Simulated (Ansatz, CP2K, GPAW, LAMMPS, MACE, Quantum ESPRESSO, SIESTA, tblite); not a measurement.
# Which run comes nearest? Amorphous Ge (61 atoms)

Density of this cell: 4.82 g/cm³. The cell holds 61 atoms: 61 Ge. Cell: a = 11.512 Å, b = 11.512 Å, c = 11.512 Å, α = 90.0°, β = 90.0°, γ = 90.0°. 61 atoms (61 Ge) placed at random at 4.82 g/cm³, melted at 3500 K for 10 ps at fixed volume with the Tersoff potential (Tersoff, Phys. Rev. B 39, 5566 (1989)). Quenched from 3500 K to 100 K at 5 K/ps and fixed volume, held 5 ps, then minimised at fixed cell.

Geometry: as built.

The reference, a calculation:

- method: Kohn-Sham DFT, PBE, PAW, plane waves (Ansatz 0.2.0); cutoff 420 eV, Γ point, fermi-dirac smearing of 0.05 eV; PAW set soft_2
- r.m.s. force component: 0.2389 eV/Å
- longest force: 1.21 eV/Å
- pressure: 0.5764 GPa
- SCF cycles: 10
- time: 16 s on 8 threads of Arm Neoverse V1, shared host
- CPU time: 2 min

**Question.** The same geometry is run in other programs. How far does each lie from the reference, and what does it cost?
- CP2K PBE, DZVP-UZH, 350/30 Ry, diagonalisation (CP2K 2026.2; 2 threads)
- GPAW RPBE, LCAO dzp, h 0.2 Å (GPAW 26.7.0; 1 thread)
- CP2K PBE, DZVP-UZH, 489/50 Ry, diagonalisation (CP2K 2026.2; 2 threads)
- MACE MPA-0 medium potential (MACE MPA-0 medium; 1 thread)
- SIESTA PBE, TZP, shift 0.01 Ry, mesh 300 Ry (SIESTA 5.4.2; 2 MPI ranks)
- GPAW PBE, LCAO dzp, h 0.2 Å (GPAW 26.7.0; 1 thread)
- MACE MP-0b2 small potential (MACE MP-0b2 small; 1 thread)
- GPAW PBE, LCAO szp(dzp), h 0.2 Å (GPAW 26.7.0; 1 thread)
- CP2K PBE+D3, DZVP-UZH, 350/50 Ry, diagonalisation (CP2K 2026.2; 2 threads)
- CP2K PBE, DZVP-UZH, 350/50 Ry, diagonalisation (CP2K 2026.2; 2 threads)

Differences are against the plane-wave reference, forces as r.m.s. over components; share is that over the reference's r.m.s. force, slope the least-squares factor from reference forces to these. Total energies of different programs have different zeros and aren't compared.

```csv
run,"Δ force, r.m.s. (meV/Å)",share (%),slope,Δ pressure (GPa),cores,CPU time,memory (GiB)
reference,-,-,-,-,8,2 min,2.3
"CP2K PBE, DZVP-UZH, 350/30 Ry, diagonalisation (coarse)",28.4,11.9,0.995,0.475,2,2 min,1.8
"GPAW RPBE, LCAO dzp, h 0.2 Å",57.1,23.9,1.077,-,1,3 min,1.3
"CP2K PBE, DZVP-UZH, 489/50 Ry, diagonalisation",28.4,11.9,0.995,0.473,2,3.6 min,2.9
MACE MPA-0 medium potential,171,71.8,0.510,-0.987,1,8.6 s,0.75
"SIESTA PBE, TZP, shift 0.01 Ry, mesh 300 Ry",86.9,36.4,1.052,1.17,2,6.8 min,1.6
"GPAW PBE, LCAO dzp, h 0.2 Å",42.7,17.9,1.058,-,1,3 min,1.3
MACE MP-0b2 small potential,193,80.8,0.374,-1.41,1,7.6 s,0.66
"GPAW PBE, LCAO szp(dzp), h 0.2 Å (coarse)",120,50.3,1.169,-,1,2.2 min,1.2
"CP2K PBE+D3, DZVP-UZH, 350/50 Ry, diagonalisation",38.3,16.0,0.980,-0.113,2,2.7 min,1.9
"CP2K PBE, DZVP-UZH, 350/50 Ry, diagonalisation",28.4,11.9,0.995,0.473,2,2.7 min,1.8
```

Rows marked coarse were listed beforehand as settings not expected to be converged; some can still land near the reference.

Times of the machine-learned potentials are mostly Python's start and the loading of weights.

CPU time is summed over cores on a shared host, where runs went side by side, so it is rough. Symmetry, cutoffs, thresholds, outputs and thread counts weren't matched or tuned between programs; memory under MPI is the largest rank's times the ranks.

The PBE runs in local orbitals, coarse settings apart, differ by 12 % (CP2K PBE, DZVP-UZH, 489/50 Ry, diagonalisation) to 36 % (SIESTA PBE, TZP, shift 0.01 Ry, mesh 300 Ry); basis, grid and potentials can all enter. Machine-learned potentials differ by 72 % (MACE MPA-0 medium potential) to 81 % (MACE MP-0b2 small potential); they were trained on other programs' data. Among those trained on PBE data the slope goes as low as 0.37, with a correlation of 0.59, so directions differ as well as sizes. Rows with another functional or a dispersion term differ by 16 % (CP2K PBE+D3, DZVP-UZH, 350/50 Ry, diagonalisation) to 24 % (GPAW RPBE, LCAO dzp, h 0.2 Å), which mixes the change of model with differences of basis and potentials. Runs with settings chosen to be coarse differ by 12 % (CP2K PBE, DZVP-UZH, 350/30 Ry, diagonalisation) to 50 % (GPAW PBE, LCAO szp(dzp), h 0.2 Å), their programs' other errors included. Machine-learned potentials mimic data converged in k, so the reference's own k-point error enters their differences. The network of bonds at the start is that of the classical potential that made the cell, and needn't be the one that DFT or experiment would give. The electronic-structure runs sample only Γ, in a cell whose shortest periodic width is 12 Å, which is coarse for a cell with partly filled levels.

[Logs are printed without paths, hosts, clocks, repeated set-up lines and the standing remarks that a program may print on its own settings, such as how far it seeks lower states.]

[Hosts, paths, dates, database ids (printed as entryN), source tags and the programs' standing remarks are cut or masked in the printed files.]
